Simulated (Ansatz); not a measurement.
# WC (Qusongite, P-6m2) under biaxial strain in the (0001) plane, that of a and b, part 2 of 2

Aim: how do the optical modes of WC (Qusongite, P-6m2) shift and split under this strain?

Ansatz 0.2.0; DFT PBEsol, scalar-relativistic, plane waves, PAW; PAW set soft_1.

So far. Step 3 (Tight relaxation): The forces vanish by symmetry and the pressure is 0.000 GPa, within the tolerances set. The cell now holds 10.29 Å³/atom.

### 4. Modes at rest

Phonons follow from the second derivative of the energy, found here by linear response.

The modes at rest are the reference of the series.

input.yaml

```yaml
crystal:
  lattice:
    - [2.8985956534, 0.0, 0.0]
    - [-1.4492978267, 2.5102574712, 0.0]
    - [0.0, 0.0, 2.8280965416]
  atoms:
    - { symbol: C, position: [0.6666666667, 0.3333333333, 0.5] }
    - { symbol: W, position: [0.0, 0.0, 0.0] }
kpoints:
  mp_grid: { grid: [18, 18, 16] }
hamiltonian:
  xc: pbesol
  pseudopotentials: { kind: paw, azcp: { folder: soft_1 }, xc_functional: pbe }
scf:
  occupations: { method: methfessel_paxton, width: 0.2 }
output:
  eigenvalues: true
phonons:
  method: dfpt
```

Command:

```
$ ansatz run input.yaml --threads 4 --pin off --max-ram 10240MiB --backend cpu --events-out ev --progress --plain --runs-dir out
```

Numbers of over 12 decimals in the logs are rounded to 6 here.

Log:

```text
zone centre: on kpoints.mp_grid the ground state, and the responses unless they are solved on pairs of k-points, stand on 819 of the mesh's 5184 k-points, reduced under 4 symmetry operations, with k and −k counted as one. Each operation leaves every solved displacement unchanged or reverses it
[...]
Crystal: 2 atoms, lattice volume = 20.578 Å³
Basis set: ecut = 420 eV, 405 PW (Γ), exchange–correlation on 40×40×40 points (8 copies of the dense FFT grid, shifted against one another)
Bands: 13, of which v1, the nominal top of the filled ones, is band 9 counted from 1 (8 counted from 0)
Symmetry: 12 space group operations
k-points: 819 of 5184 (irreducible under 4 space group operations, time reversal used)
[...]
SCF iter   1: F=—  HF=-10505.938620 eV  |F-HF|=—  |Δ(HF+E_count)|=         —  Δρ=1.30e-1  dr2=4.66e0  ethr=3.10e-3  ⟨swp⟩=5.0  Hψ=53249  notcnv=0
[...]
SCF iter   9: F=-10504.746435 eV  HF=-10504.746435 eV  |F-HF|=7.28e-12  |Δ(HF+E_count)|=  1.46e-11  S|Δr|=    0.00e0  Δρ=7.35e-8  dr2=1.27e-12  ethr=1.00e-12  ⟨swp⟩=5.1  Hψ=40361  notcnv=0
SCF 1 converged in 9 iterations: F = -10504.746435 eV  dr2 = 1.27e-12
[...]
DFPT response loops at Γ: preconditioner auto → Kerker (q_TF=auto, 2.668 Å⁻¹) (partly filled bands, converged f_vac=0.000); β = 1.00, the filter's whole step (`scf.mixing.beta` (0.50) is not read by the response loops under this deck's `scf.mixing.preconditioner`; to damp them name `kerker` or `kerker_dos`, under which they read `scf.mixing.beta`, and type it under 1.00, their step now; both keys bind the ground state too); Broyden in place of MSR1
SCF converged after 9 iterations
[...]
Free energy (F): -10504.746435 eV
[...]
Internal energy: -10504.746303 eV  (E = F + TS)
E sigma→0 (E₀):  -10504.746402 eV
Entropy (-TS):   -0.000132 eV (-0.066 meV/atom)
Fermi energy:    20.493507 eV
[...]
--- Band table (eV; the first three rows and the last of 819) ---
  k-point 0: bands = [... 5 lower, 16.1148, 17.1185, 17.1185, 20.6109, 23.7593, 23.7593, 26.1834, 26.1834]
  k-point 1: bands = [... 5 lower, 16.0731, 17.1627, 17.1627, 20.5908, 23.4037, 23.4037, 26.4038, 26.4038]
  k-point 2: bands = [... 5 lower, 15.8978, 17.2920, 17.2920, 20.6210, 22.6562, 22.6562, 26.7182, 26.7182]
  k-point 818: bands = [... 5 lower, 14.0634, 14.6980, 18.5070, 19.2217, 25.6088, 25.9936, 26.5985, 30.1662]
--- Phonons (Γ-DFPT): 4 representative perturbations + reference, on 819 of 5184 k-points (Σ response iterations 12) ---
  k mesh reduced under 4 symmetry operations, with k and −k counted as one. Each operation leaves every solved displacement unchanged or reverses it
  ASR residual: 5.742e-5 → 0.000e0 eV/Å²; symmetrization residual: 1.255e-6 eV/Å²
  ASR residual per site (eV/Å²): 9.06e-6 5.74e-5
  Γ frequencies (cm⁻¹): 0.00 0.00 0.00 592.24 616.28 616.28
  non-analytic LO–TO correction: not included (Born effective charges unavailable; polar crystals: no LO–TO splitting at Γ)
```

Elapsed: 72 s, on 4 threads of Intel Xeon at 2.50GHz (Skylake/Cascade Lake), shared host; peak memory 0.91 GiB.

Numbers from this step:

```yaml
sum_rule_residual_before_enforcement: 5.74e-5 eV/Å²
point_group: -6m2
highest_optical_mode_at_the_zone_centre_no_lo_to_term: 616.3 cm⁻¹
lowest_optical_zone_centre_mode: 592.2 cm⁻¹
```

Patterns of degenerate modes are one choice out of their space. The modes at Γ (shares of kinetic energy by element, %):

```tsv
mode	frequency (cm⁻¹)	symmetry	C %	W %
1	0.0	acoustic	6	94
2	0.0	acoustic	6	94
3	0.0	acoustic	6	94
4	592.2	A2''	94	6
5	616.3	E'	94	6
6	616.3	E'	94	6
```

Displacements in mode 4 (592.2 cm⁻¹), the largest set to 1:
```
C1   0.00  0.00  1.00
W2   0.00  0.00 -0.07
```

Displacements in mode 5 (616.3 cm⁻¹), the largest set to 1:
```
C1   0.00  1.00  0.00
W2   0.00 -0.07  0.00
```

Before it was imposed, the acoustic sum rule was missed by 5.7e-5 eV/Å². Small misses are needed for a sound result but don't prove that mesh and cutoff are converged. The lowest optical mode is real, 592 cm⁻¹.

### 5. A member of the series: biaxial strain of +4 % in the (0001) plane, that of a and b

The cell takes a biaxial strain of +4 % in the (0001) plane, that of a and b. The strained lengths are held, while the rest of the cell and the atoms relax.

input.yaml, the sections that differ from step 4:

```yaml
crystal:
  lattice:
    - [3.0145394795, 0.0, 0.0]
    - [-1.5072697398, 2.61066777, 0.0]
    - [0.0, 0.0, 2.7974432404]
  atoms:
    - { symbol: C, position: [0.6666666667, 0.3333333333, 0.5] }
    - { symbol: W, position: [0.0, 0.0, 0.0] }
output:
  forces: true
  stress: true
  eigenvalues: true
relax:
  adjacent_minimum: "off"
  f_tol: 0.001
  max_steps: 60
  cell: { stress_tol: 0.01, fix: [a, b, gamma] }
# kpoints, hamiltonian, scf: as in step 4
# phonons: removed
```

Log:

```text
[...]
Crystal: 2 atoms, lattice volume = 22.016 Å³
Basis set: ecut = 420 eV, 417 PW (Γ), exchange–correlation on 48×48×40 points (8 copies of the dense FFT grid, shifted against one another)
Bands: 13, of which v1, the nominal top of the filled ones, is band 9 counted from 1 (8 counted from 0)
Symmetry: 12 space group operations
[...]
k-points: 333 of 5184 (time reversal used)
[...]
k-point 332: bands = [... 5 lower, 12.1206, 13.7300, 17.5548, 18.5614, 23.0770, 24.5970, 26.0047, 28.2111]
--- Relaxed structure (4 steps of the walk, 3 accepted, 1 SCFs on fresh bases) ---
[...]
cell:  # Å, volume = 21.9457 Å³
    - [3.014539, 2.8867430795452833e-11, 0]
    - [-1.507270, 2.610668, 0]
    - [0, 0, 2.788541]
  atoms:
    - { symbol: C, position: [0.666667, 0.333333, 0.5] }
    - { symbol: W, position: [-3.700743415524894e-17, 0, 0] }
[key lines of the parts left out:]
SCF converged after 4 iterations
Free energy (F): -10504.578322 eV
Fermi energy:    19.052646 eV
P = ⅓ Tr σ = -20.2840 GPa (-202.840 kbar)
```

Wall time 37 s (4 threads); peak memory 0.48 GiB.

Step by step:

```tsv
step	energy less that of the first step (eV)	largest force component (eV/Å)	pressure (GPa)	volume (Å³)
1	0.0000	0.0000	-21.49	22.02
2	-0.0001	0.0000	-18.96	21.87
3	-0.0007	0.0000	-20.29	21.95
4	-0.0007	0.0000	-20.28	21.95
5*	-0.0006	0.0000	-20.28	21.95
```

Relaxation steps marked * repeat the geometry before them on a plane-wave basis chosen anew for their cell, so energy and pressure can jump there. Relaxation step 2 was tried and not accepted.

Forces are held to the 12 operations that the run works with; a distortion that breaks them can't arise in this run.

```tsv
conventional cell, symmetrised	before	after	change
a (Å)	3.015	3.015	-0.0 %
b (Å)	3.015	3.015	-0.0 %
c (Å)	2.797	2.789	-0.3 %
volume (Å³/atom)	11.01	10.97	-0.3 %
```

Final coordinates:

```
C W
1.0
     3.01454    0.00000    0.00000
    -1.50727    2.61067    0.00000
     0.00000    0.00000    2.78854
C W
1 1
Direct
  0.66667 0.33333 0.50000
  0.00000 0.00000 0.00000
```

This step gave:

```yaml
pressure: -20.28 GPa
volume_per_atom: 10.97 Å³
```

The forces vanish by symmetry.

### 6. Zone-centre modes of the member: biaxial strain of +4 % in the (0001) plane, that of a and b

The zone-centre modes follow for biaxial strain of +4 % in the (0001) plane, that of a and b.

input.yaml, the sections that differ from step 5:

```yaml
crystal:
  lattice:
    - [3.0145394795, 0.0, 0.0]
    - [-1.5072697398, 2.61066777, 0.0]
    - [0.0, 0.0, 2.788540952]
  atoms:
    - { symbol: C, position: [0.6666666667, 0.3333333333, 0.5] }
    - { symbol: W, position: [0.0, 0.0, 0.0] }
output:
  eigenvalues: true
phonons:
  method: dfpt
# kpoints, hamiltonian, scf: as in step 5
# relax: removed
```

Log:

```text
[...]
Crystal: 2 atoms, lattice volume = 21.946 Å³
Basis set: ecut = 420 eV, 417 PW (Γ), exchange–correlation on 48×48×40 points (8 copies of the dense FFT grid, shifted against one another)
Bands: 13, of which v1, the nominal top of the filled ones, is band 9 counted from 1 (8 counted from 0)
Symmetry: 12 space group operations
k-points: 819 of 5184 (irreducible under 4 space group operations, time reversal used)
[...]
SCF iter   1: F=—  HF=-10505.772676 eV  |F-HF|=—  |Δ(HF+E_count)|=         —  Δρ=1.24e-1  dr2=4.78e0  ethr=3.10e-3  ⟨swp⟩=5.0  Hψ=52709  notcnv=0
[...]
SCF iter   9: F=-10504.578322 eV  HF=-10504.578322 eV  |F-HF|=1.82e-12  |Δ(HF+E_count)|=    0.00e0  S|Δr|=    0.00e0  Δρ=6.14e-8  dr2=6.89e-13  ethr=1.00e-12  ⟨swp⟩=5.4  Hψ=40668  notcnv=0
SCF 1 converged in 9 iterations: F = -10504.578322 eV  dr2 = 6.89e-13
[...]
SCF converged after 9 iterations
[...]
Free energy (F): -10504.578322 eV
[...]
Internal energy: -10504.577835 eV  (E = F + TS)
E sigma→0 (E₀):  -10504.578201 eV
Entropy (-TS):   -0.000487 eV (-0.243 meV/atom)
Fermi energy:    19.052647 eV
[...]
--- Band table (eV; the first three rows and the last of 819) ---
  k-point 0: bands = [... 5 lower, 15.0217, 15.5481, 15.5481, 19.6530, 22.1319, 22.1319, 24.5565, 24.5565]
  k-point 1: bands = [... 5 lower, 15.0129, 15.5934, 15.5934, 19.5812, 21.7581, 21.7581, 24.6707, 24.7906]
  k-point 2: bands = [... 5 lower, 14.9158, 15.7252, 15.7252, 19.4985, 20.9847, 20.9847, 24.9164, 25.1122]
  k-point 818: bands = [... 5 lower, 12.8792, 13.4189, 17.1131, 17.9803, 23.6496, 24.2236, 24.3028, 28.0932]
[...]
ASR residual: 4.107e-5 → 0.000e0 eV/Å²; symmetrization residual: 4.708e-7 eV/Å²
  ASR residual per site (eV/Å²): 3.40e-5 4.11e-5
  Γ frequencies (cm⁻¹): 0.00 0.00 0.00 538.00 565.97 565.97
[...]
```

The job ended after 76 s (4 threads; peak memory 0.94 GiB).

This step gave:

| Property | Result |
| --- | --- |
| sum-rule residual before enforcement | 4.11e-5 eV/Å² |
| highest optical mode at the zone centre (no LO-TO term) | 566.0 cm⁻¹ |
| lowest optical zone-centre mode | 538 cm⁻¹ |

Patterns of degenerate modes are one choice out of their space. The modes at Γ (shares of kinetic energy by element, %):

```tsv
mode	frequency (cm⁻¹)	symmetry	C %	W %
1	0.0	acoustic	6	94
2	0.0	acoustic	6	94
3	0.0	acoustic	6	94
4	538.0	A2''	94	6
5	566.0	E'	94	6
6	566.0	E'	94	6
```

The lowest optical mode is real, 538 cm⁻¹, and the highest lies at 566.0 cm⁻¹.

Between step 4 and this run (strain 4 %) the value for the highest optical mode at the zone centre (no LO-TO term) moves from 616 cm⁻¹ to 566 cm⁻¹ (-8 %).

### 7. Relaxation of a member: biaxial strain of -4 % in the (0001) plane, that of a and b

The cell takes a biaxial strain of -4 % in the (0001) plane, that of a and b. The strained lengths are held, while the rest of the cell and the atoms relax.

input.yaml, the sections that differ from step 6:

```yaml
crystal:
  lattice:
    - [2.7826518274, 0.0, 0.0]
    - [-1.3913259137, 2.4098471724, 0.0]
    - [0.0, 0.0, 2.8622449387]
  atoms:
    - { symbol: C, position: [0.6666666667, 0.3333333333, 0.5] }
    - { symbol: W, position: [0.0, 0.0, 0.0] }
output:
  forces: true
  stress: true
  eigenvalues: true
relax:
  adjacent_minimum: "off"
  f_tol: 0.001
  max_steps: 60
  cell: { stress_tol: 0.01, fix: [a, b, gamma] }
# kpoints, hamiltonian, scf: as in step 6
# phonons: removed
```

Log:

```text
[...]
Crystal: 2 atoms, lattice volume = 19.194 Å³
Basis set: ecut = 420 eV, 393 PW (Γ), exchange–correlation on 40×40×40 points (8 copies of the dense FFT grid, shifted against one another)
Bands: 13, of which v1, the nominal top of the filled ones, is band 9 counted from 1 (8 counted from 0)
Symmetry: 12 space group operations
[...]
k-points: 333 of 5184 (time reversal used)
[...]
k-point 332: bands = [... 5 lower, 14.3398, 16.5680, 20.3526, 21.2410, 26.8392, 29.4842, 30.3863, 31.4433]
--- Relaxed structure (5 steps of the walk, 5 accepted, 2 SCFs on fresh bases) ---
[...]
cell:  # Å, volume = 19.2794 Å³
    - [2.782652, 0, 0]
    - [-1.391326, 2.409847, 1.9950034916650144e-19]
    - [0, 2.3695231432463363e-19, 2.875051]
  atoms:
    - { symbol: C, position: [0.666667, 0.333333, 0.500000] }
    - { symbol: W, position: [-3.7007434155248937e-17, 0, 0] }
[key lines of the parts left out:]
SCF converged after 3 iterations
Free energy (F): -10504.539337 eV
Fermi energy:    22.086660 eV
P = ⅓ Tr σ = 28.9020 GPa (289.020 kbar)
```

It took 39 s on 4 threads; peak memory 0.46 GiB; 2 min of CPU time.

Step by step:

```tsv
step	energy less that of the first step (eV)	largest force component (eV/Å)	pressure (GPa)	volume (Å³)
1	0.0000	0.0000	31.35	19.19
2	-0.0007	0.0000	27.60	19.33
3	-0.0011	0.0000	28.88	19.28
4	-0.0011	0.0000	28.90	19.28
5*	-0.0013	0.0000	28.91	19.28
6	-0.0013	0.0000	28.90	19.28
7*	-0.0013	0.0000	28.90	19.28
```

Relaxation steps marked * repeat the geometry before them on a plane-wave basis chosen anew for their cell, so energy and pressure can jump there.

The run keeps the 12 symmetry operations that it works with, so distortions that break them were not tested.

```tsv
conventional cell, symmetrised	before	after	change
a (Å)	2.783	2.783	+0.0 %
b (Å)	2.783	2.783	+0.0 %
c (Å)	2.862	2.875	+0.4 %
volume (Å³/atom)	9.60	9.64	+0.4 %
```

The relaxed structure:

```
C W
1.0
     2.78265    0.00000    0.00000
    -1.39133    2.40985    0.00000
     0.00000    0.00000    2.87505
C W
1 1
Direct
  0.66667 0.33333 0.50000
  0.00000 0.00000 0.00000
```

This step gave:

```yaml
pressure: 28.90 GPa
volume_per_atom: 9.640 Å³
```

The forces vanish by symmetry.

The cell grew by 0.4 % in volume.

### 8. Zone-centre modes of the member: biaxial strain of -4 % in the (0001) plane, that of a and b

The zone-centre modes follow for biaxial strain of -4 % in the (0001) plane, that of a and b.

input.yaml, the sections that differ from step 7:

```yaml
crystal:
  lattice:
    - [2.7826518274, 0.0, 0.0]
    - [-1.3913259137, 2.4098471724, 0.0]
    - [0.0, 0.0, 2.875050599]
  atoms:
    - { symbol: C, position: [0.6666666667, 0.3333333333, 0.5] }
    - { symbol: W, position: [0.0, 0.0, 0.0] }
output:
  eigenvalues: true
phonons:
  method: dfpt
# kpoints, hamiltonian, scf: as in step 7
# relax: removed
```

Log:

```text
[...]
Crystal: 2 atoms, lattice volume = 19.279 Å³
Basis set: ecut = 420 eV, 393 PW (Γ), exchange–correlation on 40×40×40 points (8 copies of the dense FFT grid, shifted against one another)
Bands: 13, of which v1, the nominal top of the filled ones, is band 9 counted from 1 (8 counted from 0)
Symmetry: 12 space group operations
k-points: 819 of 5184 (irreducible under 4 space group operations, time reversal used)
[...]
k-point 2: bands = [... 5 lower, 16.9005, 19.0182, 19.0182, 21.7714, 24.5088, 24.5088, 28.4154, 28.4154]
  k-point 818: bands = [... 5 lower, 15.3715, 16.1263, 19.9963, 20.5917, 27.0761, 28.3570, 29.0125, 32.1816]
[...]
ASR residual: 1.336e-5 → 0.000e0 eV/Å²; symmetrization residual: 1.718e-6 eV/Å²
  ASR residual per site (eV/Å²): 1.34e-5 1.18e-5
  Γ frequencies (cm⁻¹): 0.00 0.00 0.00 627.49 666.41 666.41
[...]
[key lines of the parts left out:]
SCF converged after 9 iterations
Free energy (F): -10504.539337 eV
Fermi energy:    22.086660 eV
```

The job ended after 70 s (4 threads; peak memory 0.89 GiB).

This step gave:

| Item | Value |
| --- | --- |
| sum-rule residual before enforcement | 1.34e-5 eV/Å² |
| highest optical mode at the zone centre (no LO-TO term) | 666.4 cm⁻¹ |
| lowest optical zone-centre mode | 627.5 cm⁻¹ |

Patterns of degenerate modes are one choice out of their space. Modes at Γ, with each element's share of the kinetic energy:

```tsv
mode	frequency (cm⁻¹)	symmetry	C %	W %
1	0.0	acoustic	6	94
2	0.0	acoustic	6	94
3	0.0	acoustic	6	94
4	627.5	A2''	94	6
5	666.4	E'	94	6
6	666.4	E'	94	6
```

Displacements in mode 4 (627.5 cm⁻¹), the largest set to 1:
```
C1   0.00  0.00  1.00
W2   0.00  0.00 -0.07
```

Displacements in mode 6 (666.4 cm⁻¹), the largest set to 1:
```
C1   0.00  1.00  0.00
W2   0.00 -0.07  0.00
```

The lowest optical mode is real, 627 cm⁻¹, and the highest lies at 666.4 cm⁻¹.

For the highest optical mode at the zone centre (no LO-TO term), step 4 gave 616 cm⁻¹; this run, with strain -4 %, gives 666 cm⁻¹ (+8 %).

### 9. The series together

The members are set side by side, also those not shown above.

Stress is positive in compression; energies are extrapolated to zero smearing, and E0 is that at rest; the edges not held and the atoms are relaxed in each cell; all runs use 18×18×16 k points and Methfessel-Paxton smearing of 0.2 eV. State of the crystal along the series:

```tsv
strain (%)	in-plane stress (GPa)	free strain along c (%)	E - E0 (meV/atom)
-4	43.35	1.66	103.5
-3	31.18	1.208	56.67
-2	19.89	0.7862	24.5
-1	9.511	0.385	5.938
0	-8.31e-5	0	0
1	-8.653	-0.3759	5.743
2	-16.52	-0.7429	22.17
3	-23.77	-1.084	48.49
4	-30.42	-1.399	84.1
```

Optical modes are counted from below at rest and tracked from member to member by their patterns, and modes that stay within 0.3 cm⁻¹ of each other stand once; labels, where given, are those at rest; the edges not held and the atoms are relaxed in each cell; all runs use 18×18×16 k points and Methfessel-Paxton smearing of 0.2 eV. Optical modes along the series:

```tsv
strain (%)	optical mode 1 A2'' (cm⁻¹)	optical mode 2 E' (cm⁻¹)
-4	627.5	666.4
-3	620.2	655.2
-2	611.6	642.5
-1	602.5	629.3
0	592.2	616.3
1	579.9	603.9
2	565.9	592.1
3	551.9	579.6
4	538	566
```

Value and slope at zero strain of a cubic (a lower polynomial where under five rows exist) through the rows within 2 % of rest. Slopes at rest:

```tsv
mode	frequency (cm⁻¹)	shift per percent of strain (cm⁻¹)	shift per GPa of compressive stress (cm⁻¹)
optical mode 1 A2''	592.1	-11.21	1.24
optical mode 2 E'	616.3	-12.77	1.41
```

### 10. What came out

```
members                                                          : 9
highest optical mode at the zone centre (no LO-TO term), at rest : 616.3 cm⁻¹
biaxial modulus in the (0001) plane, that of a and b             : 908 GPa
optical mode 1 A2'', shift per percent                           : -11.21 cm⁻¹
optical mode 2 E', shift per percent                             : -12.77 cm⁻¹
```

**Reading.** The stress changes by 9.08 GPa for each percent, a biaxial modulus of 908 GPa in the (0001) plane, that of a and b. For each percent the free edge responds with -0.38 %. The fastest shift in the table of slopes is -12.8 cm⁻¹ for each percent (optical mode 2 E'), or 1.4 cm⁻¹ for each GPa of compressive stress. For small strain, the measured shift of a line that Raman or infrared light can see, divided by its slope, estimates the stress, if the state of stress is of this kind. These are harmonic frequencies at zero temperature: anharmonic shifts, linewidths and thermal expansion are left out. Spin-orbit coupling is left out, which can matter for the heavy elements here. With no gap, or one that is small against the smearing, the frequencies hang on the k mesh and the smearing, most of all near Kohn anomalies. The PAW files were made for PBE; the program adapts parts of them to the functional of the run, but their partial waves stay those of PBE, an approximation that was not tested in this session. Only the zone centre was solved, so an instability at another wavevector cannot show here.

[Logs are printed without paths, hosts, clocks, repeated set-up lines and the standing remarks that a program may print on its own settings, such as how far it seeks lower states.]

[Hosts, paths, dates, database ids (printed as entryN), source tags and the programs' standing remarks are cut or masked in the printed files.]
